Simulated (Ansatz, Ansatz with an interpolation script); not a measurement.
An input for Ansatz 0.2.0 (WSe2 (P6_3/mmc)):

```yaml
crystal:
  lattice:
    - [3.29, 0.0, 0.0]
    - [-1.645, 2.84922358, 0.0]
    - [0.0, 0.0, 12.97]
  atoms:
    - { symbol: W, position: [0.33333333, 0.66666667, 0.25] }
    - { symbol: W, position: [0.66666667, 0.33333333, 0.75] }
    - { symbol: Se, position: [0.33333333, 0.66666667, 0.621] }
    - { symbol: Se, position: [0.66666667, 0.33333333, 0.121] }
    - { symbol: Se, position: [0.33333333, 0.66666667, 0.879] }
    - { symbol: Se, position: [0.66666667, 0.33333333, 0.379] }
kpoints:
  mp_grid: { grid: [6, 6, 2] }
hamiltonian:
  xc: lda
  pseudopotentials: { kind: paw, azcp: { folder: soft_1 }, xc_functional: pbe }
scf:
  occupations: { method: fixed }
  n_extra_bands: 64
output:
  wannier:
    kmesh: [6, 6, 2]
    projections: [{ species: Se, l: p, shell: 4 }, { species: W, l: d, shell: 5 }]
    minimise: true
    write_hr: true
    seedname: w
    conv_tol: 1.0e-06
    max_iter: 20000
    stability_check: false
    disentanglement:
      window: [4.96, 18.08]
      frozen_window: [4.96, 14.96]
      conv_tol: 1.0e-08
```

The database entry behind the starting cell differs from later determinations by our own check (a about 0.2 % long), so it need not match the best structure at ambient conditions.

```sh
ansatz run input.yaml --threads 3 --pin off --max-ram 92160MiB --backend cuda --events-out ev --progress --plain --runs-dir out --devices 1 --max-vram 13GiB
```

Q: Estimate wall time and host memory on 1 × NVIDIA H100 80GB HBM3 (shared by 6 runs) with 3 threads of AMD EPYC 7R13 (Zen 3), shared host.

It took 16 s; on shared hardware allow 7.9 s to 31 s. Peak host memory was 1.1 GiB.

[Paths, hosts, dates, memory and timing lines, banners, echoed tables and standing remarks are left out of the program output.]

[Logs are printed without paths, hosts, clocks, repeated set-up lines and the standing remarks that a program may print on its own settings, such as how far it seeks lower states.]

[Runs of the session that timed out or met a known fault of the program may be left out.]

[Hosts, paths, dates, database ids (printed as entryN), source tags and the programs' standing remarks are cut or masked in the printed files.]
